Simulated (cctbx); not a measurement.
# KLaCrAgS4O across an absorption edge

Space group P4/nmm (no. 129, origin choice 1), a = 6.4760 Å, b = 6.4760 Å, c = 9.4130 Å, α = 90.00°, β = 90.00°, γ = 90.00°.

| atom | mult. | x | y | z | Ueq (Å²) |
| --- | --- | --- | --- | --- | --- |
| La1 | 2 | 0 | 0 | 1/2 | 0.0173 |
| Ag1 | 2 | 0 | 1/2 | 0.2387 | 0.0134 |
| Cr1 | 2 | 0 | 1/2 | 0.7422 | 0.0227 |
| K1 | 2 | 0 | 0 | 0 | 0.0187 |
| S1 | 8 | 0.2316 | 0.2684 | 0.6748 | 0.0237 |
| O1 | 2 | 0 | 1/2 | 0.9659 | 0.0265 |

This is a model crystal, built by substitution and not relaxed, with assumed displacement parameters.

Calculated with cctbx: free-atom f′ and f″ from the Sasaki tables, no fine structure; amplitudes in electrons.

| E (eV) | F 1 1 0 | F 1 2 1 | F 0 0 3 | F 1 0 1 |
| --- | --- | --- | --- | --- |
| 24914 | 6.2 | 39.6 | 32.0 | 22.8 |
| 25264 | 4.7 | 38.1 | 32.4 | 21.3 |
| 25394 | 3.4 | 36.8 | 32.6 | 19.9 |
| 25454 | 2.2 | 35.5 | 32.9 | 18.6 |
| 25484 | 1.2 | 34.3 | 33.2 | 17.4 |
| 25499 | 1.1 | 33.1 | 33.4 | 16.1 |
| 25506 | 1.9 | 32.1 | 33.7 | 15.1 |
| 25510 | 2.9 | 31.0 | 33.9 | 13.9 |
| 25518 | 7.2 | 29.3 | 34.5 | 13.2 |
| 25522 | 5.6 | 31.9 | 33.9 | 15.7 |
| 25529 | 5.1 | 33.3 | 33.6 | 17.0 |
| 25544 | 5.1 | 34.7 | 33.3 | 18.4 |
| 25574 | 5.4 | 36.1 | 33.0 | 19.7 |
| 25664 | 6.3 | 37.8 | 32.7 | 21.4 |
| 25914 | 7.6 | 39.7 | 32.3 | 23.3 |

**Question.** Which edge is crossed, and why do the reflections move as they do?

The K edge of Ag. The edge is at 25514 eV. f′ of Ag falls from -4.8 e at 25394 eV to -7.8 e at 4 eV below it, and f″ steps from 0.55 to 3.62 e across it. Over that approach |F| changes by -15 % (1 1 0), -16 % (1 2 1), +4 % (0 0 3) and -30 % (1 0 1): a reflection falls where Ag scatters in phase with the total and rises where it scatters against it; it hardly moves where the Ag term is small or cancels by symmetry. Above the edge the larger f″ enters the imaginary part, where it can add to or cancel the other atoms' f″. The structure is centrosymmetric, so Friedel mates stay equal.
